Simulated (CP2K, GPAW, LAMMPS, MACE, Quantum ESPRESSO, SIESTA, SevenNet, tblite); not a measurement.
**GPAW on glassy 79SiO2-12Al2O3-4SrO-4ZnO (mol %) (76 atoms): settings against a plane-wave reference**

Wanted: GPAW inputs and outputs for glassy 79SiO2-12Al2O3-4SrO-4ZnO (mol %) (76 atoms), checked against a plane-wave reference.

Calculated with GPAW 26.7.0; the method is named at each step.

## (1) Set-up

The cell holds 76 atoms: 19 Si, 6 Al, 1 Sr, 1 Zn and 49 O. Cell: a = 10.013 Å, b = 10.013 Å, c = 10.013 Å, α = 90.0°, β = 90.0°, γ = 90.0°. 76 atoms (19 Si, 6 Al, 1 Sr, 1 Zn, 49 O) placed at random at 2.51 g/cm³, melted at 4000 K for 10 ps at fixed volume with the Morse and Coulomb pair potential with partial charges (Pedone, Malavasi, Menziani, Cormack and Segre, J. Phys. Chem. B 110, 11780 (2006)). Quenched from 4000 K to 300 K at 10 K/ps and fixed volume, held 10 ps at zero pressure.

The yardstick, on the same geometry:

- method: Kohn-Sham DFT, PBE, SSSP efficiency 1.3.0 pseudopotentials, plane waves (Quantum ESPRESSO 7.5); sssp-pbe-1.3.0-efficiency, cutoffs 60/480 Ry, Γ point
- r.m.s. force component: 1.477 eV/Å
- longest force: 7.011 eV/Å
- pressure: 8.478 GPa
- gap (highest filled to lowest empty level): 3.902 eV
- time: 1.9 min on 4 MPI ranks of Arm Neoverse V2, shared host
- CPU time: 7.6 min

## (2) PBE, LCAO dzp, h 0.18 Å

Method: Kohn-Sham DFT, PBE, PAW, atomic orbitals (dzp).

File run.py:

```python
import numpy as np
from ase.io import read
from gpaw import GPAW, FermiDirac

atoms = read("structure.xyz")
atoms.calc = GPAW(
    mode="lcao",
    basis="dzp",
    h=0.18,
    xc="PBE",
    kpts={"size": (1, 1, 1), "gamma": True},
    occupations=FermiDirac(0.05),
    maxiter=200,
    symmetry={"point_group": False},
    txt="gpaw.txt",
)
energy = atoms.get_potential_energy(force_consistent=True)
forces = atoms.get_forces()
print(f"energy {energy:.6f} eV")
print("forces (eV/A)")
for i, (a, f) in enumerate(zip(atoms, forces)):
    print(f"{i:4d} {a.symbol:2s} {f[0]:10.5f} {f[1]:10.5f} {f[2]:10.5f}")
print(f"Fermi level {atoms.calc.get_fermi_level():.4f} eV")
for k in range(len(atoms.calc.get_ibz_k_points())):
    for s in range(atoms.calc.get_number_of_spins()):
        e = atoms.calc.get_eigenvalues(kpt=k, spin=s)
        n = np.searchsorted(e, atoms.calc.get_fermi_level())
        print(f"k {k} spin {s} levels about the Fermi level:", np.round(e[max(n - 6, 0):n], 4).tolist(), "|", np.round(e[n:n + 6], 4).tolist())
```

File structure.xyz:

```xyz
76
Lattice="10.01332 0.00000 0.00000 0.00000 10.01332 0.00000 0.00000 0.00000 10.01332" Properties=species:S:1:pos:R:3 pbc="T T T"
Si 2.98167 7.84634 3.94795
Si 0.48284 8.57340 0.21969
Si 0.70153 5.48169 9.41853
Si 7.96159 9.07397 4.58930
Si 2.61788 7.58719 6.94714
Si 7.25375 1.67553 0.85213
Si 6.41704 3.16020 3.62342
Si 0.04366 6.90989 3.85623
Si 7.76954 8.74904 1.52363
Si 0.14309 2.89695 1.37052
Si 3.32132 9.17140 9.61849
Si 7.09844 4.63046 6.15369
Si 3.54812 4.86367 0.26475
Si 2.86461 0.75140 3.82809
Si 3.98430 4.75082 6.24861
Si 4.05640 5.14424 3.26745
Si 9.38899 9.83608 7.75421
Si 0.06629 1.19219 5.20572
Si 5.68887 7.27548 9.80044
Al 7.19898 7.59711 7.02965
Al 4.67021 1.80280 6.05025
Al 3.01611 1.90574 0.92443
Al 6.94304 1.91965 8.00265
Al 9.58235 4.02245 4.46284
Al 9.76369 6.27004 6.67618
Sr 7.65378 5.18179 1.22914
Zn 4.42028 2.21004 8.67294
O 9.17801 6.36647 2.67926
O 3.56454 0.71515 9.72263
O 8.76726 2.26321 0.84903
O 7.12598 0.19356 0.94986
O 6.13817 7.27578 8.29453
O 7.84764 5.99648 6.47331
O 7.60912 4.02305 4.65089
O 6.35926 2.32179 9.72494
O 3.37739 1.13151 5.23957
O 2.06535 8.82584 0.56595
O 0.25474 0.36969 6.58806
O 3.41254 4.58510 4.60983
O 0.03855 5.61727 5.04361
O 3.25092 4.86527 1.89682
O 4.69084 8.43122 0.05788
O 0.21709 9.53789 9.07207
O 9.87604 3.48293 2.84098
O 10.00821 2.73394 5.43703
O 5.51844 1.25907 7.35779
O 0.44209 7.01513 9.86632
O 3.18243 9.26132 3.32442
O 3.98941 3.29068 6.89257
O 5.51083 5.17198 6.00769
O 5.67945 2.41021 4.72829
O 1.26278 0.93414 4.12939
O 9.35755 8.83335 1.28541
O 4.10756 6.80085 3.42926
O 7.46463 8.84236 3.08210
O 6.91099 8.63248 5.69377
[... 16 atom lines left out ...]
O 2.89205 8.43582 8.22815
O 3.38240 1.64238 2.61918
O 3.67919 3.33053 0.03905
O 3.15009 8.05251 5.56170
```

Command:

```console
OMP_NUM_THREADS=1 python run.py > output.txt
```

Log:

```text
energy -530.443802 eV
forces (eV/A)
   0 Si   -0.17608   -1.60571    1.53595
   1 Si    2.36688   -2.22304    0.59610
   2 Si   -0.08685   -0.01328    0.19025
   3 Si    1.68900   -0.04077    0.41604
   4 Si   -2.52629   -4.63155   -0.72995
   5 Si    1.81547    4.95797    1.29936
   6 Si   -0.29075    2.09008   -0.16198
   7 Si   -5.32393   -1.64115    0.81082
   8 Si   -0.67498    1.24774   -0.18028
   9 Si   -1.09857    3.09098   -0.13218
  10 Si   -0.95459   -2.77778   -0.04818
  11 Si   -3.68914   -0.30032   -1.07180
  12 Si    1.19731    3.08580    3.11807
  13 Si   -1.79517    0.42964   -1.04701
  14 Si   -1.39154    1.50709   -2.36824
  15 Si    0.28046    1.16171   -0.00326
  16 Si   -3.50618   -2.86255    0.63567
  17 Si    1.37928   -1.59389   -1.08770
  18 Si   -2.23290   -2.28170   -2.15428
  19 Al   -0.56173    0.42016   -0.72155
  20 Al   -0.47586    1.90528   -3.24322
  21 Al    0.47273   -0.23225    2.27152
  22 Al    1.42711    1.68004    0.04011
  23 Al   -0.62175    0.17832   -1.70007
[...]
68 O     0.59706   -1.65217    2.09995
  69 O     1.50799    0.17748    0.18517
  70 O     0.15188   -1.81812   -1.04684
  71 O     0.90477   -0.32441    0.24231
  72 O     1.18630    1.94393    0.96924
  73 O     1.54236    1.33517   -1.63998
  74 O     1.08824   -4.09943   -1.06505
  75 O     1.66864    1.87010   -1.93097
Fermi level 3.7512 eV
k 0 spin 0 levels about the Fermi level: [1.9799, 2.0444, 2.1098, 2.1844, 2.2463, 2.3853] | [6.1444, 7.107, 7.5164, 7.94, 8.0008, 8.2658]
```

gpaw.txt:

```text
Input parameters:
  mode=LCAO(),
  basis={'default': 'dzp'},
  h=0.18,
  kpts=MonkhorstPack(size=(1, 1, 1), gamma=True),
  maxiter=200,
  occupations=Occupations(name='fermi-dirac', width=0.05, fixmagmom=False),
  symmetry=Symmetry(point_group=False),
  xc=XC(name='PBE')
Unit cell  # Å
| periodic |         x |         y |         z |   lengths |    angles |
|----------|-----------|-----------|-----------|-----------|-----------|
|      yes | 10.013320 |  0.000000 |  0.000000 | 10.013320 | 90.000000 |
|      yes |  0.000000 | 10.013320 |  0.000000 | 10.013320 | 90.000000 |
|      yes |  0.000000 |  0.000000 | 10.013320 | 10.013320 | 90.000000 |
Number of symmetries: 1
Symmetry operations  # r_c * U_cc + t_c -> r_c
|   | kind |            matrix            |
|---|------|------------------------------|
| 0 |  E   |  1, 0, 0,  0, 1, 0,  0, 0, 1 |
BZ-sampling:
  Number of BZ points: 1
  Number of IBZ points: 1
  Monkhorst-Pack size: [1, 1, 1]
  Monkhorst-Pack shift: [0, 0, 0]
[... lines left out ...]
Reference energy: -424820.939760  # eV
eigensolver:
density mixing:
  MSR1-Mixer
occupation numbers:
  Fermi-Dirac:
    width: 0.0500  # eV
FastPoissonSolver using
    Stencil: 6*3+1=19 point O(h^6) finite-difference Laplacian
xc functional:
  name: PBE with 2 nearest neighbor stencil
interpolation: tri-quintic # 5. degree polynomial
Initialization done in: 8.447 s
convergence criteria:
- Maximum [total energy] change in last 3 cyles: 0.0005 eV / valence electron
- Maximum integral of absolute [dens]ity change: 0.0001 electrons / valence electron
- Maximum integral of absolute [eigenst]ate change: 4e-08 eV^2 / valence electron
maximum number of iterations: 200
SCF iterations
|iter     |      energy | eigst |  dens |
|---------|-------------|-------|-------|
|iter:   1| -580.029032 |      c|       |
|iter:   2| -567.314726 |      c| -0.77 |
|iter:   3| -529.737260 |      c| -0.82 |
|iter:   4| -530.243085 |      c| -1.46 |
|iter:   5| -530.473207 |      c| -1.76 |
|iter:   6| -530.444494 |      c| -2.48 |
|iter:   7| -530.443952c|      c| -3.18 |
|iter:   8| -530.443816c|      c| -3.57 |
|iter:   9| -530.443802c|      c| -4.06c|
Converged in 9 steps
SCF loop duration: 82.015 s (9.113 s/step)
Energy contributions relative to reference atoms: (reference = -424820.939760)
Energy contributions:
  Kinetic:         748.464579
  Coulomb:        -635.330732
  Zero:              6.716493
  External:          0.000000
  Xc:             -650.294141
  Entropy:          -0.000000
  Spinorbit:         0.000000
  ----------------------------
  Free energy:    -530.443802
  Extrapolated:   -530.443802
dipole moment: (-42.885799, -6.669295, -49.015665)  # |e|*Ang
Fermi level: 3.751
Eigenvalues  # (at kpt = [0.000, 0.000, 0.000])
| band index |      eig [eV] | occ [0-2] |
|------------|---------------|-----------|
|          0 |       -31.894 |     2.000 |
|        ... |               |           |
|        197 |         1.728 |     2.000 |
|        198 |         1.952 |     2.000 |
[...]
|        212 |         8.511 |     0.000 |
|        ... |               |           |
|        249 |        11.615 |     0.000 |
Gap: 3.759 eV
Transition (v -> c):
  (s=0, k=0, n=204, [0.00, 0.00, 0.00]) -> (s=0, k=0, n=205, [0.00, 0.00, 0.00])
No difference between direct/indirect transitions
Force computation time: 21.867  # s
timing:  # [seconds]
  Total:  112.354  # ━━━━━━━━━━━━━━━━━━━━━━━━━━━━━━━━━━━━━━━━━━━━━━━━━━━━━━━━
  Init:     8.446  # ━━━━
  SCF:     82.015  # ━━━━━━━━━━━━━━━━━━━━━━━━━━━━━━━━━━━━━━━━━
  Forces:  21.867  # ━━━━━━━━━━━
```

It took 1.9 min on 1 thread of Arm Neoverse V2, shared host; peak memory 1.5 GiB.

Banners, paths, timers and routine set-up lines are dropped from the logs unmarked, and long logs keep their key lines alone; longer cuts are marked.

Against the reference:

- r.m.s. force component: 1.675 eV/Å
- r.m.s. difference of force components: 315.3 meV/Å
- longest difference of force vectors: 896.7 meV/Å
- force difference over r.m.s. force: 21.35 %
- slope of forces against the reference's: 1.121
- correlation of force components: 0.9879
- gap (highest filled to lowest empty level): 3.759 eV
- gap difference: -0.1432 eV

Length of the force difference by element (eV/Å):

| element | atoms | mean | most |
| --- | --- | --- | --- |
| Al | 6 | 0.23 | 0.31 |
| O | 49 | 0.63 | 0.90 |
| Si | 19 | 0.26 | 0.48 |
| Sr | 1 | 0.23 | 0.23 |
| Zn | 1 | 0.11 | 0.11 |

Levels nearest the highest filled one (eV from it): -0.41, -0.34, -0.28, -0.20, -0.14, 0.00, 3.76, 4.72, 5.13, 5.55, 5.62, 5.88.

The surroundings of O34, which has 3 bonded neighbours where the commonest count for O is 2, nearest first, numbered as they follow in the input and with coordinates relative to it.

| atom | x | y | z | distance (Å) | bonds | Fx | Fy | Fz (eV/Å) |
| --- | --- | --- | --- | --- | --- | --- | --- | --- |
| O34 | 0.00 | 0.00 | 0.00 | 0.00 | 3 | 1.50 | 0.10 | -1.84 |
| Si12 | -0.51 | 0.61 | 1.50 | 1.70 | 4 | -3.69 | -0.30 | -1.07 |
| Si7 | -1.19 | -0.86 | -1.03 | 1.79 | 4 | -0.29 | 2.09 | -0.16 |
| Al24 | 1.97 | 0.00 | -0.19 | 1.98 | 4 | -0.62 | 0.18 | -1.70 |
| O51 | -1.93 | -1.61 | 0.08 | 2.52 | 2 | -1.03 | -2.10 | 2.02 |
| O69 | -0.41 | -0.56 | 2.53 | 2.62 | 2 | 0.60 | -1.65 | 2.10 |
| O64 | -2.04 | 0.48 | -1.57 | 2.62 | 3 | 1.58 | 0.39 | -0.83 |
| O33 | 0.24 | 1.97 | 1.82 | 2.70 | 3 | 2.15 | 1.46 | 0.31 |
| O50 | -2.10 | 1.15 | 1.36 | 2.75 | 2 | 3.04 | 0.72 | -0.35 |
| O45 | 2.40 | -1.29 | 0.79 | 2.83 | 2 | -0.04 | 1.73 | 2.14 |
| O40 | 2.44 | 1.59 | 0.39 | 2.94 | 3 | 0.32 | -0.62 | -0.54 |
| O44 | 2.27 | -0.54 | -1.81 | 2.95 | 2 | -0.49 | 0.34 | 0.47 |
| O57 | -0.86 | -1.58 | -2.42 | 3.02 | 2 | 0.10 | 0.43 | 0.92 |

Atoms are counted from 1 here, from 0 in the log.

Forces lie 21 % from the reference's, at 0.25 times its CPU time (on 1 against 4 cores).

## (3) PBE, LCAO dzp, h 0.15 Å

Method: Kohn-Sham DFT, PBE, PAW, atomic orbitals (dzp).

run.py, as its differences from that of step 2:

```diff
@@ -8,3 +8,3 @@
     basis="dzp",
-    h=0.18,
+    h=0.15,
     xc="PBE",
```

structure.xyz is that of step 2.

Log:

```text
energy -534.590924 eV
forces (eV/A)
   0 Si   -0.17017   -1.60902    1.52963
   1 Si    2.37413   -2.22589    0.59621
   2 Si   -0.09006   -0.00916    0.19265
   3 Si    1.68982   -0.04235    0.41823
   4 Si   -2.52739   -4.63268   -0.73051
   5 Si    1.80272    4.95121    1.29982
[...]
73 O     1.53850    1.31162   -1.59940
  74 O     1.06881   -4.07746   -1.05950
  75 O     1.67109    1.88553   -1.89453
Fermi level 3.7488 eV
k 0 spin 0 levels about the Fermi level: [1.9775, 2.0417, 2.1068, 2.1816, 2.2435, 2.3822] | [6.1456, 7.1063, 7.5158, 7.9387, 7.9996, 8.2648]
```

gpaw.txt:

```text
Input parameters:
  mode=LCAO(),
  basis={'default': 'dzp'},
  h=0.15,
  kpts=MonkhorstPack(size=(1, 1, 1), gamma=True),
  maxiter=200,
  occupations=Occupations(name='fermi-dirac', width=0.05, fixmagmom=False),
[... lines left out ...]
  Fermi-Dirac:
[... lines left out ...]
convergence criteria:
- Maximum [total energy] change in last 3 cyles: 0.0005 eV / valence electron
[... lines left out ...]
Converged in 9 steps
[... lines left out ...]
  Free energy:    -534.590924
[... lines left out ...]
Fermi level: 3.749
[... lines left out ...]
|        ... |               |           |
|        249 |        11.613 |     0.000 |
Gap: 3.763 eV
Transition (v -> c):
  (s=0, k=0, n=204, [0.00, 0.00, 0.00]) -> (s=0, k=0, n=205, [0.00, 0.00, 0.00])
No difference between direct/indirect transitions
Force computation time: 36.007  # s
timing:  # [seconds]
  Total:  181.538  # ━━━━━━━━━━━━━━━━━━━━━━━━━━━━━━━━━━━━━━━━━━━━━━━━━━━━━━━━
  Init:    10.898  # ━━━╸
  SCF:    134.606  # ━━━━━━━━━━━━━━━━━━━━━━━━━━━━━━━━━━━━━━━━━╸
  Forces:  36.007  # ━━━━━━━━━━━
```

Elapsed: 3 min, on 1 thread; peak memory 2.4 GiB.

Against the reference:

```
r.m.s. force component                           : 1.675 eV/Å
r.m.s. difference of force components            : 314.4 meV/Å
longest difference of force vectors              : 915.4 meV/Å
force difference over r.m.s. force               : 21.29 %
slope of forces against the reference's          : 1.121
correlation of force components                  : 0.988
gap (highest filled to lowest empty level) : 3.763 eV
gap difference                                   : -0.1389 eV
energy less the same-level run's                 : -54.57 meV/atom
r.m.s. force difference from the same-level run  : 20.07 meV/Å
```

Against the first run (21 %), the force difference from the reference is 21 %, at 1.6 times the CPU time: the change moves forces by 20 meV/Å r.m.s., so most of the difference comes from elsewhere.

## (4) LDA, LCAO dzp, h 0.18 Å

Method: Kohn-Sham DFT, LDA, PAW, atomic orbitals (dzp).

run.py, as its differences from that of step 3:

```diff
@@ -8,4 +8,4 @@
     basis="dzp",
-    h=0.15,
-    xc="PBE",
+    h=0.18,
+    xc="LDA",
     kpts={"size": (1, 1, 1), "gamma": True},
```

structure.xyz is that of step 3.

Log:

```text
energy -588.670264 eV
forces (eV/A)
   0 Si   -0.15427   -1.55286    1.52251
   1 Si    2.32528   -2.18306    0.53611
   2 Si   -0.06265   -0.00399    0.17334
   3 Si    1.74116   -0.10284    0.39817
   4 Si   -2.52599   -4.60553   -0.75395
   5 Si    1.76532    4.89916    1.29799
   6 Si   -0.37306    2.11573   -0.14029
   7 Si   -5.25085   -1.57892    0.83167
   8 Si   -0.61446    1.27202   -0.10530
   9 Si   -1.12005    3.07442   -0.15812
  10 Si   -0.96120   -2.77939    0.00334
  11 Si   -3.64960   -0.31285   -1.04162
[...]
71 O     0.90710   -0.32918    0.13539
  72 O     1.16049    1.82665    1.02563
  73 O     1.24280    1.12726   -1.60974
  74 O     1.15909   -4.23462   -1.27506
  75 O     1.36867    1.60579   -1.94289
Fermi level 3.3280 eV
k 0 spin 0 levels about the Fermi level: [1.6173, 1.683, 1.7507, 1.8213, 1.8815, 2.0114] | [5.6522, 6.6223, 7.0499, 7.4444, 7.506, 7.7686]
```

gpaw.txt:

```text
Input parameters:
  mode=LCAO(),
  basis={'default': 'dzp'},
  h=0.18,
  kpts=MonkhorstPack(size=(1, 1, 1), gamma=True),
  maxiter=200,
  occupations=Occupations(name='fermi-dirac', width=0.05, fixmagmom=False),
  symmetry=Symmetry(point_group=False),
  xc=XC(name='LDA')
[... lines left out ...]
  Fermi-Dirac:
[... lines left out ...]
convergence criteria:
- Maximum [total energy] change in last 3 cyles: 0.0005 eV / valence electron
[... lines left out ...]
Converged in 9 steps
[... lines left out ...]
  Free energy:    -588.670264
[... lines left out ...]
Fermi level: 3.328
[... lines left out ...]
|          0 |       -32.019 |     2.000 |
|        ... |               |           |
|        197 |         1.371 |     2.000 |
|        198 |         1.589 |     2.000 |
[...]
|        212 |         8.014 |     0.000 |
|        ... |               |           |
|        249 |        11.045 |     0.000 |
Gap: 3.641 eV
Transition (v -> c):
  (s=0, k=0, n=204, [0.00, 0.00, 0.00]) -> (s=0, k=0, n=205, [0.00, 0.00, 0.00])
No difference between direct/indirect transitions
Force computation time: 21.898  # s
timing:  # [seconds]
  Total:  105.211  # ━━━━━━━━━━━━━━━━━━━━━━━━━━━━━━━━━━━━━━━━━━━━━━━━━━━━━━━━
  Init:     6.999  # ━━━╸
  SCF:     76.287  # ━━━━━━━━━━━━━━━━━━━━━━━━━━━━━━━━━━━━━━━━╸
  Forces:  21.898  # ━━━━━━━━━━━╸
```

It took 1.8 min on 1 thread; peak memory 1.5 GiB.

Against the reference:

- r.m.s. force component: 1.596 eV/Å
- r.m.s. difference of force components: 209.1 meV/Å
- longest difference of force vectors: 1039 meV/Å
- force difference over r.m.s. force: 14.16 %
- slope of forces against the reference's: 1.074
- correlation of force components: 0.9938
- gap (highest filled to lowest empty level): 3.641 eV
- gap difference: -0.2615 eV

Against the first run (21 %), the force difference from the reference is 14 %, at 0.94 times the CPU time; another functional landing nearer a PBE reference means that errors partly cancel.

[end of part 1 of 2]

[Also dropped from logs without a mark: logging warnings of Python, and SIESTA's first energy breakdown and zero terms.]

[Logs are printed without paths, hosts, clocks, repeated set-up lines and the standing remarks that a program may print on its own settings, such as how far it seeks lower states.]

[Hosts, paths, dates, database ids (printed as entryN), source tags and the programs' standing remarks are cut or masked in the printed files.]
